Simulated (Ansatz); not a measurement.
# HfC (Fm-3m): modes against uniaxial strain along [001], part 2 of 2

Aim: how do the optical modes of HfC (Fm-3m) shift and split under this strain?

Ansatz 0.2.0; DFT PBEsol, scalar-relativistic, plane waves, PAW; PAW set soft_1.

So far. Step 3 (Tight relaxation): The forces vanish by symmetry and the pressure is 0.000 GPa, within the tolerances set. The cell now holds 12.22 Å³/atom.

The database entry behind the starting cell differs from later determinations by our own check (about 0.2 % long), so it need not match the best structure at ambient conditions.

**4. Zone-centre response at rest**

The force constants come from the linear response of the density to a displacement.

The modes at rest are the reference of the series.

Contents of input.yaml:

```yaml
crystal:
  lattice:
    - [0.0, 2.3035800705, 2.3035800705]
    - [2.3035800705, 0.0, 2.3035800705]
    - [2.3035800705, 2.3035800705, 0.0]
  atoms:
    - { symbol: C, position: [0.0, 0.0, 0.0] }
    - { symbol: Hf, position: [0.5, 0.5, 0.5] }
kpoints:
  mp_grid: { grid: [16, 16, 16] }
hamiltonian:
  xc: pbesol
  pseudopotentials: { kind: paw, azcp: { folder: soft_1 }, xc_functional: pbe }
scf:
  occupations: { method: methfessel_paxton, width: 0.2 }
output:
  eigenvalues: true
phonons:
  method: dfpt
```

Command:

```
$ ansatz run input.yaml --threads 4 --pin off --max-ram 10240MiB --backend cpu --events-out ev --progress --plain --runs-dir out
```

Numbers of over 12 decimals in the logs are rounded to 6 here.

The program printed:

```text
[...]
Crystal: 2 atoms, lattice volume = 24.448 Å³
Basis set: ecut = 420 eV, 531 PW (Γ), exchange–correlation on 48×48×48 points (8 copies of the dense FFT grid, shifted against one another)
Bands: 19, of which v1, the nominal top of the filled ones, is band 15 counted from 1 (14 counted from 0)
Symmetry: 48 space group operations
k-points: 349 of 4096 (irreducible under 8 space group operations, time reversal used)
[...]
SCF iter   1: F=—  HF=-15848.059575 eV  |F-HF|=—  |Δ(HF+E_count)|=         —  Δρ=8.68e-2  dr2=2.49e0  ethr=3.10e-3  ⟨swp⟩=4.8  Hψ=28690  notcnv=0
[...]
SCF iter  11: F=-15847.482024 eV  HF=-15847.482024 eV  |F-HF|=0.00e0  |Δ(HF+E_count)|=  7.28e-12  S|Δr|=    0.00e0  Δρ=4.93e-8  dr2=3.55e-13  ethr=1.00e-12  ⟨swp⟩=7.9  Hψ=39735  notcnv=0
SCF 1 converged in 11 iterations: F = -15847.482024 eV  dr2 = 3.55e-13
[...]
DFPT response loops at Γ: preconditioner auto → Kerker (q_TF=auto, 2.823 Å⁻¹) (partly filled bands, converged f_vac=0.000); β = 1.00, the filter's whole step (`scf.mixing.beta` (0.50) is not read by the response loops under this deck's `scf.mixing.preconditioner`; to damp them name `kerker` or `kerker_dos`, under which they read `scf.mixing.beta`, and type it under 1.00, their step now; both keys bind the ground state too); Broyden in place of MSR1
SCF converged after 11 iterations
[...]
Free energy (F): -15847.482024 eV
[...]
Internal energy: -15847.481152 eV  (E = F + TS)
E sigma→0 (E₀):  -15847.481806 eV
Entropy (-TS):   -0.000872 eV (-0.436 meV/atom)
Fermi energy:    18.986593 eV
[...]
--- Band table (eV; the first three rows and the last of 349) ---
  k-point 0: bands = [... 11 lower, 8.1600, 20.0866, 20.0866, 20.0866, 20.3109, 20.3109, 20.3109, 22.4061]
  k-point 1: bands = [... 11 lower, 8.1601, 19.2644, 19.5206, 19.5206, 20.5588, 20.5588, 20.8876, 22.9341]
  k-point 2: bands = [... 11 lower, 8.1604, 18.1863, 18.6822, 18.6822, 20.9026, 20.9026, 21.3310, 24.0446]
  k-point 348: bands = [... 11 lower, 9.3795, 15.9305, 16.2262, 16.2262, 22.7171, 22.7171, 25.9108, 26.2530]
--- Phonons (Γ-DFPT): 2 representative perturbations + reference, on 349 of 4096 k-points (Σ response iterations 7) ---
  k mesh reduced under 8 symmetry operations, with k and −k counted as one. Each operation leaves every solved perturbation unchanged. A smaller set is not used because it would not reduce the number of displacements times k-points to solve
  ASR residual: 1.688e-5 → 0.000e0 eV/Å²; symmetrization residual: 6.713e-7 eV/Å²
  ASR residual per site (eV/Å²): 1.20e-5 1.69e-5
  Γ frequencies (cm⁻¹): 0.00 0.00 0.00 452.57 452.57 452.57
  non-analytic LO–TO correction: not included (Born effective charges unavailable; polar crystals: no LO–TO splitting at Γ)
```

Elapsed: 16 s, on 4 threads of Arm Neoverse V1, shared host; peak memory 0.78 GiB; 57 s of CPU time.

Numbers from this step:

```yaml
sum_rule_residual_before_enforcement: 1.69e-5 eV/Å²
point_group: m-3m
highest_optical_mode_at_the_zone_centre_no_lo_to_term: 452.6 cm⁻¹
lowest_optical_zone_centre_mode: 452.6 cm⁻¹
```

Patterns of degenerate modes are one choice out of their space. The modes at Γ (shares of kinetic energy by element, %):

```
mode  frequency (cm⁻¹)  symmetry  C %  Hf %
   1               0.0  acoustic    6    94
   2               0.0  acoustic    6    94
   3               0.0  acoustic    6    94
   4             452.6       T1u   94     6
   5             452.6       T1u   94     6
   6             452.6       T1u   94     6
```

Displacements in mode 4 (452.6 cm⁻¹), the largest set to 1:
```
C1   0.00  1.00  0.02
Hf2  0.00 -0.07  0.00
```

Before it was imposed, the acoustic sum rule was missed by 1.7e-5 eV/Å². Small misses are needed for a sound result but don't prove that mesh and cutoff are converged. The lowest optical mode is real, 453 cm⁻¹.

**5. Relaxation of a member: uniaxial strain of +4 % along [001]**

The cell takes a uniaxial strain of +4 % along [001]. The strained length and the angles are held, while the rest of the cell and the atoms relax.

input.yaml, the sections that differ from step 4:

```yaml
crystal:
  lattice:
    - [0.0, 2.2929401968, 2.3957232733]
    - [2.2929401968, 0.0, 2.3957232733]
    - [2.2929401968, 2.2929401968, 0.0]
  atoms:
    - { symbol: C, position: [0.0, 0.0, 0.0] }
    - { symbol: Hf, position: [0.5, 0.5, 0.5] }
  conventional_axes: [[-1, 1, 1], [1, -1, 1], [1, 1, -1]]
output:
  forces: true
  stress: true
  eigenvalues: true
relax:
  adjacent_minimum: "off"
  f_tol: 0.001
  max_steps: 60
  cell: { stress_tol: 0.01, fix: [c, angles] }
# kpoints, hamiltonian, scf: as in step 4
# phonons: removed
```

The program printed:

```text
[...]
Crystal: 2 atoms, lattice volume = 25.191 Å³
Basis set: ecut = 420 eV, 517 PW (Γ), exchange–correlation on 48×48×48 points (8 copies of the dense FFT grid, shifted against one another)
Bands: 19, of which v1, the nominal top of the filled ones, is band 15 counted from 1 (14 counted from 0)
Symmetry: 16 space group operations
[...]
k-points: 349 of 4096
[...]
k-point 348: bands = [... 11 lower, 7.9698, 15.5074, 16.6480, 18.5648, 18.5648, 23.7013, 25.1037, 25.1037]
--- Relaxed structure (3 steps of the walk, 3 accepted, 1 SCFs on fresh bases) ---
[...]
cell:  # Å, volume = 25.1198 Å³
    - [0.0, 2.289680, 2.3957232733]
    - [2.289680, 0.0, 2.3957232733]
    - [2.289680, 2.289680, 0.0]
  atoms:
    - { symbol: C, position: [0, 0, 0] }
    - { symbol: Hf, position: [0.500000, 0.500000, 0.500000] }
[key lines of the parts left out:]
SCF converged after 7 iterations
Free energy (F): -15847.428928 eV
Fermi energy:    18.444508 eV
P = ⅓ Tr σ = -5.4692 GPa (-54.692 kbar)
```

It took 12 s on 4 threads; peak memory 0.47 GiB; 45 s of CPU time.

The steps of the relaxation:

| step | energy less that of the first step (eV) | largest force component (eV/Å) | pressure (GPa) | volume (Å³) |
| --- | --- | --- | --- | --- |
| 1 | 0.0000 | 0.0000 | -6.16 | 25.19 |
| 2 | -0.0003 | 0.0000 | -5.14 | 25.09 |
| 3 | -0.0003 | 0.0000 | -5.47 | 25.12 |
| 4* | -0.0002 | 0.0000 | -5.47 | 25.12 |

Relaxation steps marked * repeat the geometry before them on a plane-wave basis chosen anew for their cell, so energy and pressure can jump there.

Forces are held to the 16 operations that the run works with; a distortion that breaks them can't arise in this run.

```
conventional cell, symmetrised  before  after  change
                         a (Å)   3.243  3.238  -0.1 %
                         b (Å)   3.243  3.238  -0.1 %
                         c (Å)   4.791  4.791  -0.0 %
              volume (Å³/atom)   12.60  12.56  -0.3 %
```

The relaxed structure:

```xyz
2
Lattice="0.0000 2.2897 2.3957 2.2897 0.0000 2.3957 2.2897 2.2897 0.0000" Properties=species:S:1:pos:R:3 pbc="T T T"
C     0.0000    0.0000    0.0000
Hf    2.2897    2.2897    2.3957
```

This step gave:

| Property | Result |
| --- | --- |
| pressure | -5.469 GPa |
| volume per atom | 12.56 Å³ |

The forces vanish by symmetry.

**6. Zone-centre modes of the member: uniaxial strain of +4 % along [001]**

The zone-centre modes follow for uniaxial strain of +4 % along [001].

input.yaml, the sections that differ from step 5:

```yaml
crystal:
  lattice:
    - [0.0, 2.2896803559, 2.3957232733]
    - [2.2896803559, 0.0, 2.3957232733]
    - [2.2896803559, 2.2896803559, 0.0]
  atoms:
    - { symbol: C, position: [0.0, 0.0, 0.0] }
    - { symbol: Hf, position: [0.5, 0.5, 0.5] }
output:
  eigenvalues: true
phonons:
  method: dfpt
# kpoints, hamiltonian, scf: as in step 5
# relax: removed
```

The program printed:

```text
zone centre: on kpoints.mp_grid the ground state, and the responses unless they are solved on pairs of k-points, stand on 621 of the mesh's 4096 k-points, reduced under 8 symmetry operations, with k and −k counted as one. Each operation leaves every solved displacement unchanged or reverses it
[...]
Crystal: 2 atoms, lattice volume = 25.120 Å³
Basis set: ecut = 420 eV, 517 PW (Γ), exchange–correlation on 48×48×48 points (8 copies of the dense FFT grid, shifted against one another)
Bands: 19, of which v1, the nominal top of the filled ones, is band 15 counted from 1 (14 counted from 0)
Symmetry: 16 space group operations
k-points: 621 of 4096 (irreducible under 8 space group operations)
[...]
SCF iter   1: F=—  HF=-15848.007197 eV  |F-HF|=—  |Δ(HF+E_count)|=         —  Δρ=8.52e-2  dr2=2.50e0  ethr=3.10e-3  ⟨swp⟩=4.8  Hψ=50361  notcnv=0
[...]
SCF iter  11: F=-15847.428928 eV  HF=-15847.428928 eV  |F-HF|=3.64e-12  |Δ(HF+E_count)|=  9.09e-12  S|Δr|=    0.00e0  Δρ=5.19e-8  dr2=3.74e-13  ethr=1.00e-12  ⟨swp⟩=7.3  Hψ=66724  notcnv=0
SCF 1 converged in 11 iterations: F = -15847.428928 eV  dr2 = 3.74e-13
[...]
SCF converged after 11 iterations
[...]
Free energy (F): -15847.428928 eV
[...]
Internal energy: -15847.429161 eV  (E = F + TS)
E sigma→0 (E₀):  -15847.428986 eV
Entropy (-TS):   0.000233 eV (0.116 meV/atom)
Fermi energy:    18.444508 eV
[...]
--- Band table (eV; the first three rows and the last of 621) ---
  k-point 0: bands = [... 11 lower, 7.4948, 19.3624, 19.4395, 19.5883, 19.5883, 19.9270, 19.9270, 21.3094]
  k-point 1: bands = [... 11 lower, 7.4946, 18.6762, 18.8406, 19.0766, 19.8831, 20.1216, 20.3496, 21.8305]
  k-point 2: bands = [... 11 lower, 7.4946, 17.6250, 18.0345, 18.2538, 20.2391, 20.4327, 20.7469, 22.8931]
  k-point 620: bands = [... 11 lower, 7.9698, 15.5074, 16.6480, 18.5648, 18.5648, 23.7013, 25.1037, 25.1037]
[...]
ASR residual: 2.799e-5 → 0.000e0 eV/Å²; symmetrization residual: 9.643e-7 eV/Å²
  ASR residual per site (eV/Å²): 1.06e-5 2.80e-5
  Γ frequencies (cm⁻¹): 0.00 0.00 0.00 346.49 467.45 467.45
[...]
```

Elapsed: 42 s, on 4 threads; peak memory 1.1 GiB; 2.6 min of CPU time.

Numbers from this step:

```
sum-rule residual before enforcement                    : 2.80e-5 eV/Å²
point group                                             : 4/mmm
highest optical mode at the zone centre (no LO-TO term) : 467.4 cm⁻¹
lowest optical zone-centre mode                         : 346.5 cm⁻¹
```

Patterns of degenerate modes are one choice out of their space. The modes at Γ (shares of kinetic energy by element, %):

```csv
mode,frequency (cm⁻¹),symmetry,C %,Hf %
1,0.0,acoustic,6,94
2,0.0,acoustic,6,94
3,0.0,acoustic,6,94
4,346.5,A2u,94,6
5,467.4,Eu,94,6
6,467.4,Eu,94,6
```

Displacements in mode 4 (346.5 cm⁻¹), the largest set to 1:
```
C1   0.00  0.00  1.00
Hf2  0.00  0.00 -0.07
```

Displacements in mode 6 (467.4 cm⁻¹), the largest set to 1:
```
C1   0.00  1.00  0.00
Hf2  0.00 -0.07  0.00
```

The lowest optical mode is real, 346 cm⁻¹, and the highest lies at 467.4 cm⁻¹.

Between step 4 and this run (strain 4 %) the value for the highest optical mode at the zone centre (no LO-TO term) moves from 453 cm⁻¹ to 467 cm⁻¹ (+3 %).

**7. A member of the series: uniaxial strain of -4 % along [001]**

The cell takes a uniaxial strain of -4 % along [001]. The strained length and the angles are held, while the rest of the cell and the atoms relax.

input.yaml, the sections that differ from step 6:

```yaml
crystal:
  lattice:
    - [0.0, 2.3152608013, 2.2114368677]
    - [2.3152608013, 0.0, 2.2114368677]
    - [2.3152608013, 2.3152608013, 0.0]
  atoms:
    - { symbol: C, position: [0.0, 0.0, 0.0] }
    - { symbol: Hf, position: [0.5, 0.5, 0.5] }
  conventional_axes: [[-1, 1, 1], [1, -1, 1], [1, 1, -1]]
output:
  forces: true
  stress: true
  eigenvalues: true
relax:
  adjacent_minimum: "off"
  f_tol: 0.001
  max_steps: 60
  cell: { stress_tol: 0.01, fix: [c, angles] }
# kpoints, hamiltonian, scf: as in step 6
# phonons: removed
```

The program printed:

```text
[...]
Crystal: 2 atoms, lattice volume = 23.709 Å³
Basis set: ecut = 420 eV, 499 PW (Γ), exchange–correlation on 48×48×48 points (8 copies of the dense FFT grid, shifted against one another)
Bands: 19, of which v1, the nominal top of the filled ones, is band 15 counted from 1 (14 counted from 0)
Symmetry: 16 space group operations
[...]
k-points: 349 of 4096
[...]
k-point 348: bands = [... 11 lower, 8.9419, 17.4162, 17.4354, 19.3709, 19.3709, 25.1820, 26.6642, 26.6642]
--- Relaxed structure (3 steps of the walk, 3 accepted, 1 SCFs on fresh bases) ---
[...]
cell:  # Å, volume = 23.7918 Å³
    - [0.0, 2.319326, 2.2114368677]
    - [2.319326, 0.0, 2.2114368677]
    - [2.319326, 2.319326, 0.0]
  atoms:
    - { symbol: C, position: [0, 0, 0] }
    - { symbol: Hf, position: [0.5, 0.5, 0.500000] }
[key lines of the parts left out:]
SCF converged after 8 iterations
Free energy (F): -15847.411193 eV
Fermi energy:    19.594805 eV
P = ⅓ Tr σ = 8.2128 GPa (82.128 kbar)
```

Wall time 12 s (4 threads); peak memory 0.46 GiB; 43 s of CPU time.

The steps of the relaxation:

```
step  energy less that of the first step (eV)  largest force component (eV/Å)  pressure (GPa)  volume (Å³)
   1                                   0.0000                          0.0000            9.11        23.71
   2                                  -0.0001                          0.0000            7.81        23.83
   3                                  -0.0002                          0.0000            8.21        23.79
  4*                                  -0.0003                          0.0000            8.21        23.79
```

Relaxation steps marked * repeat the geometry before them on a plane-wave basis chosen anew for their cell, so energy and pressure can jump there.

Forces are held to the 16 operations that the run works with; a distortion that breaks them can't arise in this run.

```
conventional cell, symmetrised  before  after  change
                         a (Å)   3.274  3.280  +0.2 %
                         b (Å)   3.274  3.280  +0.2 %
                         c (Å)   4.423  4.423  +0.0 %
              volume (Å³/atom)   11.85  11.90  +0.4 %
```

The relaxed structure:

```
C Hf
1.0
     0.00000    2.31933    2.21144
     2.31933    0.00000    2.21144
     2.31933    2.31933    0.00000
C Hf
1 1
Direct
  0.00000 0.00000 0.00000
  0.50000 0.50000 0.50000
```

Numbers from this step:

```yaml
pressure: 8.213 GPa
volume_per_atom: 11.90 Å³
```

The forces vanish by symmetry.

**8. Modes of this member: uniaxial strain of -4 % along [001]**

The zone-centre modes follow for uniaxial strain of -4 % along [001].

input.yaml, the sections that differ from step 7:

```yaml
crystal:
  lattice:
    - [0.0, 2.3193259042, 2.2114368677]
    - [2.3193259042, 0.0, 2.2114368677]
    - [2.3193259042, 2.3193259042, 0.0]
  atoms:
    - { symbol: C, position: [0.0, 0.0, 0.0] }
    - { symbol: Hf, position: [0.5, 0.5, 0.5] }
output:
  eigenvalues: true
phonons:
  method: dfpt
# kpoints, hamiltonian, scf: as in step 7
# relax: removed
```

The program printed:

```text
[...]
Crystal: 2 atoms, lattice volume = 23.792 Å³
Basis set: ecut = 420 eV, 499 PW (Γ), exchange–correlation on 48×48×48 points (8 copies of the dense FFT grid, shifted against one another)
Bands: 19, of which v1, the nominal top of the filled ones, is band 15 counted from 1 (14 counted from 0)
Symmetry: 16 space group operations
k-points: 621 of 4096 (irreducible under 8 space group operations)
[...]
k-point 2: bands = [... 11 lower, 8.8605, 18.7093, 19.0897, 19.3739, 21.4084, 21.5975, 21.9791, 24.3875]
  k-point 620: bands = [... 11 lower, 8.9419, 17.4162, 17.4354, 19.3709, 19.3709, 25.1820, 26.6642, 26.6642]
[...]
ASR residual: 1.641e-5 → 0.000e0 eV/Å²; symmetrization residual: 1.315e-6 eV/Å²
  ASR residual per site (eV/Å²): 1.40e-5 1.64e-5
  Γ frequencies (cm⁻¹): 0.00 0.00 0.00 420.73 420.73 587.43
[...]
[key lines of the parts left out:]
SCF converged after 11 iterations
Free energy (F): -15847.411193 eV
Fermi energy:    19.594805 eV
```

Wall time 41 s (4 threads); peak memory 1.1 GiB; 2.4 min of CPU time.

Numbers from this step:

* sum-rule residual before enforcement: 1.64e-5 eV/Å²
* highest optical mode at the zone centre (no LO-TO term): 587.4 cm⁻¹
* lowest optical zone-centre mode: 420.7 cm⁻¹

Patterns of degenerate modes are one choice out of their space. The modes at Γ (shares of kinetic energy by element, %):

```
mode  frequency (cm⁻¹)  symmetry  C %  Hf %
   1               0.0  acoustic    6    94
   2               0.0  acoustic    6    94
   3               0.0  acoustic    6    94
   4             420.7        Eu   94     6
   5             420.7        Eu   94     6
   6             587.4       A2u   94     6
```

The lowest optical mode is real, 421 cm⁻¹, and the highest lies at 587.4 cm⁻¹.

Between step 4 and this run (strain -4 %) the value for the highest optical mode at the zone centre (no LO-TO term) moves from 453 cm⁻¹ to 587 cm⁻¹ (+30 %).

**9. The series together**

The members are set side by side, also those not shown above.

Stress is positive in compression; energies are extrapolated to zero smearing, and E0 is that at rest; the edges not held and the atoms are relaxed in each cell; all runs use 16×16×16 k points and Methfessel-Paxton smearing of 0.2 eV. State of the crystal along the series:

```csv
strain (%),stress along the axis (GPa),free strain along [100] (%),free strain along [010] (%),E - E0 (meV/atom)
-4,24.64,0.6835,0.6835,35.26
-3,17.54,0.5071,0.5071,19.05
-2,11.08,0.3354,0.3354,8.124
-1,5.256,0.1661,0.1661,1.951
0,-2.85e-4,0,0,0
1,-4.759,-0.1599,-0.1599,1.818
2,-9.061,-0.3143,-0.3143,7.047
3,-12.93,-0.4619,-0.4619,15.35
4,-16.39,-0.6034,-0.6034,26.41
```

Optical modes are counted from below at rest and tracked from member to member by their patterns, and modes that stay within 0.3 cm⁻¹ of each other stand once; labels, where given, are those at rest; the edges not held and the atoms are relaxed in each cell; all runs use 16×16×16 k points and Methfessel-Paxton smearing of 0.2 eV. Optical modes along the series:

| strain (%) | optical mode 1 T1u, singlet (cm⁻¹) | optical mode 2 T1u, doublet (cm⁻¹) |
| --- | --- | --- |
| -4 | 587.4 | 420.7 |
| -3 | 550.4 | 431.6 |
| -2 | 515.2 | 440.2 |
| -1 | 482.6 | 447 |
| 0 | 452.6 | 452.6 |
| 1 | 424.4 | 457.1 |
| 2 | 397.4 | 460.9 |
| 3 | 371.5 | 464.3 |
| 4 | 346.5 | 467.4 |

Value and slope at zero strain of a cubic (a lower polynomial where under five rows exist) through the rows within 2 % of rest. Slopes at rest:

| mode | frequency (cm⁻¹) | shift per percent of strain (cm⁻¹) | shift per GPa of compressive stress (cm⁻¹) |
| --- | --- | --- | --- |
| optical mode 1 T1u, singlet | 452.6 | -29.03 | 5.81 |
| optical mode 2 T1u, doublet | 452.6 | 4.97 | -0.99 |

**10. Summary of results**

- members: 9
- highest optical mode at the zone centre (no LO-TO term), at rest: 452.6 cm⁻¹
- Young’s modulus along [001]: 500 GPa
- optical mode 1 T1u, singlet, shift per percent: -29.03 cm⁻¹
- optical mode 2 T1u, doublet, shift per percent: 4.97 cm⁻¹

The stress changes by 5.00 GPa for each percent, a Young’s modulus of 500 GPa along [001]. For each percent the free edge responds with -0.16 %. The strain lowers the symmetry: the level at 452.6 cm⁻¹ splits, into 587.4 and 420.7 cm⁻¹ at -4 %. Within 2 % of rest optical mode 2 T1u, doublet bends away from a straight line, so a single slope holds only near rest. The fastest shift in the table of slopes is -29.0 cm⁻¹ for each percent (optical mode 1 T1u, singlet), or 5.8 cm⁻¹ for each GPa of compressive stress. For small strain, the measured shift of a line that Raman or infrared light can see, divided by its slope, estimates the stress, if the state of stress is of this kind. These are harmonic frequencies at zero temperature: anharmonic shifts, linewidths and thermal expansion are left out. Spin-orbit coupling is left out, which can matter for the heavy elements here. With no gap, or one that is small against the smearing, the frequencies hang on the k mesh and the smearing, most of all near Kohn anomalies. The PAW files were made for PBE; the program adapts parts of them to the functional of the run, but their partial waves stay those of PBE, an approximation that was not tested in this session. Only the zone centre was solved, so an instability at another wavevector cannot show here.

[Logs are printed without paths, hosts, clocks, repeated set-up lines and the standing remarks that a program may print on its own settings, such as how far it seeks lower states.]

[Hosts, paths, dates, database ids (printed as entryN), source tags and the programs' standing remarks are cut or masked in the printed files.]
